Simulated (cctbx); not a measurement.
## Resonant diffraction in LuAs3Ru

Space group C2/c (no. 15), a = 11.7630 Å, b = 10.5690 Å, c = 6.7080 Å, α = 90.00°, β = 108.07°, γ = 90.00°.

| atom | mult. | x | y | z | Ueq (Å²) |
| --- | --- | --- | --- | --- | --- |
| Lu1 | 4 | 0 | 0.6794 | 1/4 | 0.0054 |
| Lu2 | 4 | 0 | 0.0909 | 1/4 | 0.0029 |
| Ru1 | 8 | 0.2072 | 0.4129 | 0.2525 | 0.0050 |
| As1 | 8 | 0.8555 | 0.4778 | 0.0032 | 0.0052 |
| As2 | 8 | 0.6116 | 0.6095 | 0.6519 | 0.0045 |
| As3 | 8 | 0.1332 | 0.7477 | 0.6620 | 0.0047 |

The model was made for the exercise: a known structure type with other elements put in, its volume estimated, not relaxed; displacement parameters are assumed.

Calculated with cctbx: free-atom f′ and f″ from the Sasaki tables, no fine structure; amplitudes in electrons.

```
E (eV)  F 1 1 1  F 0 0 2  F 0 2 0  F 1 1 0
  8644      9.3    685.1    136.5     15.8
  8994     11.7    670.1    137.7     12.9
  9124     13.9    657.5    138.9     10.4
  9184     15.8    646.4    140.1      8.1
  9214     17.9    634.9    141.3      5.8
  9229     19.9    623.5    142.5      3.5
  9236     21.8    613.5    143.6      1.8
  9240     23.7    603.0    144.7      1.6
  9248     27.1    603.8    145.2     12.7
  9252     24.8    617.3    143.7     12.5
  9259     23.0    628.8    142.4     12.8
  9274     21.0    641.1    141.1     13.6
  9304     19.0    653.1    139.7     14.8
  9394     16.5    668.5    137.9     16.7
  9644     13.9    682.8    136.0     18.6
```

**Question.** Which edge is crossed, and why do the reflections move as they do?

The L3 edge of Lu. The edge is at 9244 eV. f′ of Lu falls from -12.0 e at 9124 eV to -18.9 e at 4 eV below it, and f″ steps from 3.76 to 10.53 e across it. Over that approach |F| changes by +71 % (1 1 1), -8 % (0 0 2), +4 % (0 2 0) and -85 % (1 1 0): a reflection falls where Lu scatters in phase with the total and rises where it scatters against it; it hardly moves where the Lu term is small or cancels by symmetry. Above the edge the larger f″ enters the imaginary part, where it can add to or cancel the other atoms' f″. The structure is centrosymmetric, so Friedel mates stay equal.

[Logs are printed without paths, hosts, clocks, repeated set-up lines and the standing remarks that a program may print on its own settings, such as how far it seeks lower states.]
